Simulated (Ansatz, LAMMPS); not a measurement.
# Amorphous 75SiO2-25P2O5 (mol %) (112 atoms), relaxed: functionals compared

Which bonds does the relaxation leave, and how do the Kohn-Sham gap, forces and pressure change with functional?

Calculated with Ansatz 0.2.0: Kohn-Sham DFT, PBE, PAW (set soft_2), plane waves; cutoff 420 eV, Γ point, fermi-dirac smearing of 0.025 eV.

**The cell**

Density at the start: 2.28 g/cm³. The cell holds 112 atoms: 21 Si, 14 P and 77 O. Cell: a = 11.792 Å, b = 11.792 Å, c = 11.792 Å, α = 90.0°, β = 90.0°, γ = 90.0°. 112 atoms (21 Si, 14 P, 77 O) placed at random at 2.28 g/cm³, melted at 5000 K for 10 ps at fixed volume with the Morse and Coulomb pair potential with partial charges (Pedone, Malavasi, Menziani, Cormack and Segre, J. Phys. Chem. B 110, 11780 (2006)). Quenched from 5000 K to 300 K at 50 K/ps and fixed volume, held 5 ps, then minimised at fixed cell.

Cell and atoms were relaxed with PBE. The walk converged after 20 steps by the program's count, with a largest force component of 0.0292 eV/Å; it began at an r.m.s. force component of 1.3 eV/Å. The edges went from 11.792, 11.792, 11.792 to 11.629, 11.729, 11.437 Å, and the volume from 14.642 to 13.891 Å³ an atom (-5.1 %).

The input of the reference single point:

```yaml
crystal:
  lattice:
    - [11.62175, 0.14469, 0.3931]
    - [0.14469, 11.72763, -0.0768]
    - [0.3931, -0.0768, 11.43023]
  atoms:
    - { symbol: Si, position: [0.93273, 0.65665, 0.15812] }
    - { symbol: Si, position: [0.08125, 0.00216, 0.22736] }
    - { symbol: Si, position: [0.1617, 0.72589, 0.0108] }
    - { symbol: Si, position: [0.51098, 0.06515, 0.36354] }
    [... 106 atom lines left out ...]
    - { symbol: O, position: [0.08248, 0.16009, 0.52653] }
    - { symbol: O, position: [0.81336, 0.18476, 0.39867] }
kpoints:
  mp_grid: { grid: [1, 1, 1] }
hamiltonian:
  xc: pbe
scf:
  occupations: { method: fermi_dirac, width: 0.025 }
output:
  forces: true
  stress: true
  populations: true
  dos:
    method: { smearing: { sigma: 0.08 } }
    de: 0.05
    projected: { site_lists: { O: [O], P: [P], Si: [Si] } }
  eigenvalues: true
  write_density: true
  write_potential: true
  volumetric_format: npy
```

**Bonds after relaxation**

Bonds by pair of elements; cutoffs follow the first minimum of g(r), held within bounds set by covalent radii, and pairs that aren't listed don't count as bonded:

```tsv
pair A-B	cutoff (Å)	bonds	mean length (Å)	spread (Å)	shortest (Å)	B about A	A about B
O-Si	2.12	84	1.64	0.037	1.53	1.09	4
O-P	2.11	56	1.56	0.063	1.45	0.727	4
```

How many atoms have how many bonded neighbours:

```tsv
element	mean	1	2	4
O	1.82	14	63	0
P	4	0	0	14
Si	4	0	0	21
```

**Levels of theory**

Single points at the relaxed geometry:

| functional | k-mesh | Kohn-Sham gap (eV) | pressure (GPa) | r.m.s. force component (eV/Å) | SCF cycles | time |
| --- | --- | --- | --- | --- | --- | --- |
| PBE | 1×1×1 | 3.016 | 0.01 | 0.008 | 10 | 37 s |
| HSE06 | 1×1×1 | 4.783 | -5.57 | 0.302 | 17 | 8.7 min |
| r2SCAN | 1×1×1 | 3.682 | -5.26 | 0.222 | 11 | 92 s |
| PBEsol | 1×1×1 | 2.988 | -2.66 | 0.074 | 10 | 34 s |

The gap is that between the highest filled and lowest empty Kohn-Sham level on the run's k-points. Cutoffs: 420 eV for PBE, HSE06 and PBEsol; 500 eV for r2SCAN. Times come from shared hosts and are rough.

**Findings**

By these cutoffs 82 % of O atoms have 2, 100 % of P atoms have 4 and 100 % of Si atoms have 4 neighbours. The Kohn-Sham gap is 3.02 eV with PBE on the 1×1×1 mesh. On the 1×1×1 mesh HSE06 changes the gap by +1.77 eV against PBE. On the reference's mesh the gap changes with r2SCAN by +0.67 eV and PBEsol by -0.03 eV. Against the reference the pressure changes with HSE06 by -5.6 GPa, r2SCAN by -5.3 GPa and PBEsol by -2.7 GPa; a negative change means a smaller volume than PBE would take.

Limits: All single points share the geometry relaxed with PBE. The volume changed by -5.1 % on relaxing; in so small a cell, on this mesh and at this cutoff, the relaxed density is rough. One sample; tail or defect levels can set the gap of a disordered cell. The quench rate of 50 K/ps is many orders above laboratory rates, so the cell is likely richer in defects and strain than a real sample. The network of bonds at the start is that of the classical potential that made the cell, and needn't be the one that DFT or experiment would give. In some runs the program notes that the exchange-correlation potential is rough where the density is thin, the exchange threshold is loose for the stress and the SCF threshold is loose for the stress.

[Logs are printed without paths, hosts, clocks, repeated set-up lines and the standing remarks that a program may print on its own settings, such as how far it seeks lower states.]

[Hosts, paths, dates, database ids (printed as entryN), source tags and the programs' standing remarks are cut or masked in the printed files.]
